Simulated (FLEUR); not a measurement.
# Collinear magnetic orders of MnO (Manganosite) with FLEUR, part 2 of 2

A self-consistent run ends on one state, which hangs on the start. Several orders of MnO (Manganosite) are started in FLEUR and their energies compared.

FLEUR MaX-R8.1; PBEsol with U = 4.9 eV, J = 0.9 eV on Mn d; all-electron FLAPW, Dirac cores, scalar-relativistic bands.

So far, largest spin moment in the muffin-tin sphere (μB): step 2 (run 1 (ferro +)) 4.72.

## Step 3: Order 2, typed as antiferro q=(0,1/2,1/2) +-

An opposed order shows whether neighbours prefer unlike signs.

This order needs a doubled cell of 4 atoms. The mesh is halved along the doubled vector, so that both cells sample the same points. The k list default-1 (kpts.xml, not shown) is a Γ-centred 8×4×8 mesh.

The input, inp.xml:

```
<?xml version="1.0" encoding="UTF-8" standalone="no"?>
<fleurInput fleurInputVersion="0.39">
   <comment>
      MnO
   </comment>
   <calculationSetup>
      <cutoffs Kmax="4.05" Gmax="12.1" GmaxXC="12.1" numbands="0"/>
      <scfLoop itmax="130" minDistance="0.0001" maxIterBroyd="15" imix="Anderson" alpha="0.05" precondParam="0.0" spinf="2.0" sdNocoIR="T"/>
      <coreElectrons ctail="T" frcor="F" kcrel="0" coretail_lmax="0"/>
      <xcFunctional name="PBEs" relativisticCorrections="F"/>
      <magnetism jspins="2"/>
      <soc l_soc="F" theta="0.0" phi="0.0" spav="F"/>
      <expertModes spex="0" secvar="F"/>
      <geometryOptimization l_f="F" forcealpha="1.0" forcemix="BFGS" epsdisp="0.00001" epsforce="0.00001"/>
      <ldaU l_linMix="F" mixParam="0.05" spinf="1.0"/>
   </calculationSetup>
   <cell>
      <bzIntegration valenceElectrons="42.0" mode="hist" fermiSmearingEnergy="0.00110248">
         <kPointListSelection listName="default-1"/>
         <xi:include xmlns:xi="http://www.w3.org/2001/XInclude" href="kpts.xml"> </xi:include>
      </bzIntegration>
      <xi:include xmlns:xi="http://www.w3.org/2001/XInclude" href="sym.xml"> </xi:include>
      <bulkLattice scale="1.0">
         <bravaisMatrix>
            <row-1>    0.0000000000000000     4.2008611749857998     4.2008611749857998</row-1>
            <row-2>    8.4017223499715996     0.0000000000000000     8.4017223499715996</row-2>
            <row-3>    8.4017223499715996     4.2008611749857998     4.2008611749857998</row-3>
         </bravaisMatrix>
      </bulkLattice>
   </cell>
   <atomSpecies>
      <species name="Manganese 4.500" element="Mn" atomicNumber="25">
         <mtSphere radius="2.62" gridPoints="867" logIncrement="0.014"/>
         <atomicCutoffs lmax="10" lnonsphr="8"/>
         <electronConfig flipSpins="F">
            <coreConfig>(1s1/2) (2s1/2) (2p1/2) (2p3/2)</coreConfig>
            <valenceConfig>(3s1/2) (3p1/2) (3p3/2) (4s1/2) (3d3/2) (3d5/2)</valenceConfig>
            <stateOccupation state="(3d3/2)" spinUp="1.75" spinDown="0.25"/>
            <stateOccupation state="(3d5/2)" spinUp="3.0" spinDown="0.0"/>
         </electronConfig>
         <energyParameters s="4" p="4" d="3" f="4"/>
         <ldaU l="2" U="4.9" J="0.9" l_amf="F"/>
         <lo type="SCLO" l="0" n="3" eDeriv="0"/>
         <lo type="SCLO" l="1" n="3" eDeriv="0"/>
      </species>
      <species name="Manganese -4.500" element="Mn" atomicNumber="25">
         <mtSphere radius="2.62" gridPoints="867" logIncrement="0.014"/>
         <atomicCutoffs lmax="10" lnonsphr="8"/>
         <electronConfig flipSpins="F">
            <coreConfig>(1s1/2) (2s1/2) (2p1/2) (2p3/2)</coreConfig>
            <valenceConfig>(3s1/2) (3p1/2) (3p3/2) (4s1/2) (3d3/2) (3d5/2)</valenceConfig>
            <stateOccupation state="(3d3/2)" spinUp="0.25" spinDown="1.75"/>
            <stateOccupation state="(3d5/2)" spinUp="0.0" spinDown="3.0"/>
         </electronConfig>
         <energyParameters s="4" p="4" d="3" f="4"/>
         <ldaU l="2" U="4.9" J="0.9" l_amf="F"/>
         <lo type="SCLO" l="0" n="3" eDeriv="0"/>
         <lo type="SCLO" l="1" n="3" eDeriv="0"/>
      </species>
      <species name="Oxygen (O)" element="O" atomicNumber="8">
         <mtSphere radius="1.48" gridPoints="489" logIncrement="0.022"/>
         <atomicCutoffs lmax="6" lnonsphr="4"/>
         <electronConfig flipSpins="F">
            <coreConfig>(1s1/2)</coreConfig>
            <valenceConfig>(2s1/2) (2p1/2) (2p3/2)</valenceConfig>
            <stateOccupation state="(2p1/2)" spinUp="0.666667" spinDown="0.666667"/>
            <stateOccupation state="(2p3/2)" spinUp="1.333333" spinDown="1.333333"/>
         </electronConfig>
         <energyParameters s="2" p="2" d="3" f="4"/>
      </species>
   </atomSpecies>
   <atomGroups>
      <atomGroup species="Manganese 4.500">
         <relPos label="                   1">.0000000000 .0000000000 .0000000000</relPos>
         <force calculate="T" relaxXYZ="TTT"/>
      </atomGroup>
      <atomGroup species="Manganese -4.500">
         <relPos label="                   2">.0000000000 1.000/2.000 .0000000000</relPos>
         <force calculate="T" relaxXYZ="TTT"/>
      </atomGroup>
      <atomGroup species="Oxygen (O)">
         <relPos label="                   3">1.000/2.000 .0000000000 1.000/2.000</relPos>
         <force calculate="T" relaxXYZ="TTT"/>
      </atomGroup>
      <atomGroup species="Oxygen (O)">
         <relPos label="                   4">1.000/2.000 1.000/2.000 1.000/2.000</relPos>
         <force calculate="T" relaxXYZ="TTT"/>
      </atomGroup>
   </atomGroups>
   <output dos="F" band="F" slice="F">
      <bandDOS minEnergy="-.5*Htr" maxEnergy="0.5*Htr" sigma="0.015" storeEVData="T"/>
      <plotting iplot="0" polar="F">
         <plot TwoD="T" vec1="  1.0  0.0  0.0" vec2="  0.0  1.0  0.0" vec3="  0.0  0.0  1.0" zero="  0.0  0.0  0.0" file="plot"/>
      </plotting>
      <moessbauerParams electricFieldGradient="F" isomerShift="F" coreHyperfine="F" valenceHyperfine="F"/>
   </output>
</fleurInput>
```

The input, crystal.txt:

```
MnO
&input film=F cartesian=F /
0.00000000000  2.22300000000  2.22300000000
4.44600000000  0.00000000000  4.44600000000
4.44600000000  2.22300000000  2.22300000000
1.8897261246
1.0 1.0 1.0

4
25 0.00000000000  0.00000000000  0.00000000000 : 4.500
25 0.00000000000  0.50000000000  0.00000000000 : -4.500
8 0.50000000000  0.00000000000  0.50000000000
8 0.50000000000  0.50000000000  0.50000000000

&kpt div1=8 div2=4 div3=8 gamma=T /
```

Command:

```console
$ OMP_NUM_THREADS=1 inpgen -f crystal.txt > inpgen.log  # inp.xml is then edited as shown
$ OMP_NUM_THREADS=1 mpirun -n 4 fleur_MPI > fleur.log
```

The program printed:

```text
[banner, memory and clock lines left out]
Welcome to FLEUR        (www.flapw.de)
      MaX-Release 8.1          (www.max-centre.eu)

 ========== k-point set info ==========
 Selected k-point list: default-1
 k-point list type: mesh
 0 x 0 x 0
 Number of k points: 80

 ------------Calculation Setup---------------------------
 Number of PE/node        :            4
 Number of OMP-threads    :            1
 k-points in parallel     :            4
 pe's per k-point         :            1
 No of k-point loops      :           20
 Eigenvalue solver        :       lapack
 Number of basis functions:          376
 Approximate size of matrices (H+S) per k-point:         0.002 GB
 no density matrix found ... skipping LDA+U
 Reset of history
 Iteration:     1   Distance:      20.36403836 me/bohr^3
 Iteration:     2   Distance:      17.95832400 me/bohr^3
 Iteration:     3   Distance:      15.42601047 me/bohr^3
 Iteration:     4   Distance:       8.03352971 me/bohr^3
 Iteration:     5   Distance:       5.97700703 me/bohr^3
 Iteration:     6   Distance:       2.51214263 me/bohr^3
 Iteration:     7   Distance:       1.14078730 me/bohr^3
 Iteration:     8   Distance:       0.47045203 me/bohr^3
 Iteration:     9   Distance:       0.13304702 me/bohr^3
 Iteration:    10   Distance:       0.06368267 me/bohr^3
 Iteration:    11   Distance:       0.01316701 me/bohr^3
 Iteration:    12   Distance:       0.01152029 me/bohr^3
 Iteration:    13   Distance:       0.00560344 me/bohr^3
 Iteration:    14   Distance:       0.00124632 me/bohr^3
 Iteration:    15   Distance:       0.00022794 me/bohr^3
 Iteration:    16   Distance:       0.00015174 me/bohr^3
 Iteration:    17   Distance:       0.00014118 me/bohr^3
 Iteration:    18   Distance:       0.00005609 me/bohr^3

 ********************************************************************
 Run finished successfully
 Stop message:
   all done
 ********************************************************************

--- out.xml (last complete iteration) ---
<iteration numberForCurrentRun="   18" overallNumber="   18">
         [... left out ...]
         <bandgap value="0.7520893839" units="eV"/>
         <sumValenceSingleParticleEnergies value="-25.8069221226" units="Htr"/>
         <FermiEnergy value="0.2959002901" units="Htr"/>
         <valenceDensity>
            <mtCharges spin="1">
               <mtCharge atomType="1" total="9.4226339" s="1.1886082" p="3.2374066" d="4.9208321" f="0.0529354"/>
               <mtCharge atomType="2" total="4.7228548" s="1.1456745" p="3.1965039" d="0.3031107" f="0.0538065"/>
               <mtCharge atomType="3" total="2.3461421" s="0.7300077" p="1.6137614" d="0.0020750" f="0.0002445"/>
               <mtCharge atomType="4" total="2.3948174" s="0.7373456" p="1.6534138" d="0.0035344" f="0.0004378"/>
            </mtCharges>
            <mtCharges spin="2">
               <mtCharge atomType="1" total="4.7228541" s="1.1456743" p="3.1965037" d="0.3031104" f="0.0538065"/>
               <mtCharge atomType="2" total="9.4226344" s="1.1886085" p="3.2374070" d="4.9208319" f="0.0529354"/>
               <mtCharge atomType="3" total="2.3948182" s="0.7373457" p="1.6534144" d="0.0035344" f="0.0004378"/>
               <mtCharge atomType="4" total="2.3461410" s="0.7300075" p="1.6137605" d="0.0020750" f="0.0002445"/>
            </mtCharges>
            <spinDependentCharge spin="1" total="21.0000000" interstitial="2.1135518" mtSpheres="18.8864482"/>
            <spinDependentCharge spin="2" total="21.0000000" interstitial="2.1135524" mtSpheres="18.8864476"/>
            <totalCharge value="42.0000000000"/>
         </valenceDensity>
         [... left out ...]
         <magneticMomentsInMTSpheres units="muBohr">
            <globalMagMoment atomType="1" vec="0.00000   0.00000   4.69978"/>
            <localMagMoment atomType="1" vec="0.00000   0.00000   4.69978"/>
            <globalMagMoment atomType="2" vec="0.00000   0.00000  -4.69978"/>
            <localMagMoment atomType="2" vec="0.00000   0.00000  -4.69978"/>
            <globalMagMoment atomType="3" vec="0.00000   0.00000  -0.04868"/>
            <localMagMoment atomType="3" vec="0.00000   0.00000  -0.04868"/>
            <globalMagMoment atomType="4" vec="0.00000   0.00000   0.04868"/>
            <localMagMoment atomType="4" vec="0.00000   0.00000   0.04868"/>
         </magneticMomentsInMTSpheres>
         [... left out ...]
         <totalEnergy value="    -2465.0679527242" units="Htr">
            <sumOfEigenvalues value="    -1417.9751469486">
               <coreElectrons value="-1392.1682248260"/>
               <valenceElectrons value="-25.8069221226"/>
            </sumOfEigenvalues>
            <densityCoulombPotentialIntegral value="-3755.0352103208"/>
            <densityEffectivePotentialIntegral value="-3910.9359790733"/>
            <chargeDenXCDenIntegral value="-119.1737211508"/>
            <FockExchangeEnergyValence value="0.0000000000"/>
            <FockExchangeEnergyCore value="0.0000000000"/>
         [... left out ...]
            <dftUCorrection value="-0.7161910575"/>
            <tkbTimesEntropy value="0.0000000000"/>
            <freeEnergy value="-2465.0679527242"/>
            <extrapolationTo0K value="-2465.0679527242"/>
         </totalEnergy>
         [... left out ...]
         <ldaUDensityMatrixConvergence>
            <distance spin="1" distance="0.000001"/>
            <distance spin="2" distance="0.000001"/>
         </ldaUDensityMatrixConvergence>
         <densityConvergence units="me/bohr^3">
            <chargeDensity spin="1" distance="0.0000368849"/>
            <chargeDensity spin="2" distance="0.0000400685"/>
            <overallChargeDensity distance="0.0000560928"/>
            <spinDensity distance="0.0000527784"/>
         </densityConvergence>
      </iteration>
```

Elapsed: 61 s, on 4 MPI ranks of Arm Neoverse V1, shared host; peak memory 0.42 GiB.

Spin moment in the muffin-tin sphere by atom:

| atom | spin moment in the muffin-tin sphere (μB) |
| --- | --- |
| Mn1 | 4.70 |
| Mn2 | -4.70 |
| O3 | -0.05 |
| O4 | 0.05 |

Numbers from this step:

| Quantity | Value |
| --- | --- |
| free energy | -67077.9162 eV |
| program's band gap on this mesh (in a metal only a level spacing) | 0.7521 eV |
| magnetization | 0 μB |
| final state | antiferromagnetic |

It lies 47.1 meV a seeded atom under the first start, and its largest moment is 4.70 μB against 4.72 μB.

## Step 4: Start 3: antiferro q=(0,0,1/2) +-

Reversing part of the moments tests the sign of the couplings between them.

This order needs a doubled cell of 4 atoms. The mesh is halved along the doubled vector, so that both cells sample the same points. The k list default-1 (kpts.xml, not shown) is a Γ-centred 8×8×4 mesh.

inp.xml, as its differences from that of step 3:

```diff
@@ -25,4 +25,4 @@
             <row-1>    0.0000000000000000     4.2008611749857998     4.2008611749857998</row-1>
-            <row-2>    8.4017223499715996     0.0000000000000000     8.4017223499715996</row-2>
-            <row-3>    8.4017223499715996     4.2008611749857998     4.2008611749857998</row-3>
+            <row-2>    4.2008611749857998     0.0000000000000000     4.2008611749857998</row-2>
+            <row-3>    8.4017223499715996     8.4017223499715996     0.0000000000000000</row-3>
          </bravaisMatrix>
@@ -77,3 +77,3 @@
       <atomGroup species="Manganese -4.500">
-         <relPos label="                   2">.0000000000 1.000/2.000 .0000000000</relPos>
+         <relPos label="                   2">.0000000000 .0000000000 1.000/2.000</relPos>
          <force calculate="T" relaxXYZ="TTT"/>
@@ -81,7 +81,4 @@
       <atomGroup species="Oxygen (O)">
-         <relPos label="                   3">1.000/2.000 .0000000000 1.000/2.000</relPos>
-         <force calculate="T" relaxXYZ="TTT"/>
-      </atomGroup>
-      <atomGroup species="Oxygen (O)">
-         <relPos label="                   4">1.000/2.000 1.000/2.000 1.000/2.000</relPos>
+         <relPos label="                   3">1.000/2.000 1.000/2.000 1.000/4.000</relPos>
+         <relPos label="                   4">1.000/2.000 1.000/2.000 -1.000/4.000</relPos>
          <force calculate="T" relaxXYZ="TTT"/>
```

The input, crystal.txt:

```
MnO
&input film=F cartesian=F /
0.00000000000  2.22300000000  2.22300000000
2.22300000000  0.00000000000  2.22300000000
4.44600000000  4.44600000000  0.00000000000
1.8897261246
1.0 1.0 1.0

4
25 0.00000000000  0.00000000000  0.00000000000 : 4.500
25 0.00000000000  0.00000000000  0.50000000000 : -4.500
8 0.50000000000  0.50000000000  0.25000000000
8 0.50000000000  0.50000000000  0.75000000000

&kpt div1=8 div2=8 div3=4 gamma=T /
```

The program printed:

```text
[banner, memory and clock lines left out]
Welcome to FLEUR        (www.flapw.de)
      MaX-Release 8.1          (www.max-centre.eu)

 ========== k-point set info ==========
 Selected k-point list: default-1
 k-point list type: mesh
 0 x 0 x 0
 Number of k points: 80

 [... set-up left out ...]
 no density matrix found ... skipping LDA+U
 Reset of history
 Iteration:     1   Distance:      20.00995351 me/bohr^3
 Iteration:     2   Distance:      17.88958301 me/bohr^3
 Iteration:     3   Distance:      15.37067076 me/bohr^3
 Iteration:     4   Distance:       8.08690999 me/bohr^3
[...]
[... left out ...]
            <freeEnergy value="-2465.0692708814"/>
            <extrapolationTo0K value="-2465.0692708814"/>
         </totalEnergy>
         [... left out ...]
         <ldaUDensityMatrixConvergence>
            <distance spin="1" distance="0.000003"/>
            <distance spin="2" distance="0.000002"/>
         </ldaUDensityMatrixConvergence>
         <densityConvergence units="me/bohr^3">
            <chargeDensity spin="1" distance="0.0000752010"/>
            <chargeDensity spin="2" distance="0.0000533686"/>
            <overallChargeDensity distance="0.0000967205"/>
            <spinDensity distance="0.0000874754"/>
         </densityConvergence>
      </iteration>
```

Wall time 46 s (4 MPI ranks); peak memory 0.37 GiB.

Spin moment in the muffin-tin sphere by atom:

```csv
atom,spin moment in the muffin-tin sphere (μB)
Mn1,4.64
Mn2,-4.64
O3,0.00
O4,0.00
```

This step gave:

| Property | Result |
| --- | --- |
| free energy | -67077.9521 eV |
| program's band gap on this mesh (in a metal only a level spacing) | 1.762 eV |
| magnetization | 0 μB |
| final state | antiferromagnetic |

It lies 65.0 meV a seeded atom under the first start, and its largest moment is 4.64 μB against 4.72 μB.

## Step 5: The states side by side

Free energies are divided by the number of seeded atoms, so that cells of unlike size compare. Wavevectors q in the names are fractions of the primitive cell's reciprocal vectors.

Orders:

| start | final state | typed order kept | energy over the lowest (meV a seeded atom) | largest sphere moment (μB) | net moment (μB a primitive cell) | mesh matched | CPU time (s) |
| --- | --- | --- | --- | --- | --- | --- | --- |
| ferro + | ferromagnetic | yes | 64.99 | 4.722 | 5 | yes | 42.02 |
| antiferro q=(0,1/2,1/2) +- | antiferromagnetic | yes | 17.93 | 4.7 | 0 | yes | 244.8 |
| antiferro q=(0,0,1/2) +- | antiferromagnetic | yes | 0 | 4.645 | 0 | yes | 183.2 |

## Step 6: What came out

* lowest state found: antiferromagnetic (typed antiferro q=(0,0,1/2) +-)
* largest site spin moment: 4.64 μB
* next finished state: antiferromagnetic, 17.9 meV a seeded atom higher

In words: The lowest state found is antiferromagnetic, reached from the start antiferro q=(0,0,1/2) +-, with moments up to 4.64 μB. The next finished state costs 18 meV a seeded atom. Only 3 starts were tried; other patterns of signs, canted and longer-period orders were not. Under a U the differences between the orders can hold more than exchange, though the occupations look alike: the program's gaps run from 0.19 to 1.76 eV.

[Logs and program files are shortened in this print: banners, set-up blocks, solver, clock and traceback lines can be left out without a mark of their own.]

[Logs are printed without paths, hosts, clocks, repeated set-up lines and the standing remarks that a program may print on its own settings, such as how far it seeks lower states.]

[Hosts, paths, dates, database ids (printed as entryN), source tags and the programs' standing remarks are cut or masked in the printed files.]

[Where a cell is said to come from a database of computed structures, the database is the Materials Project.]
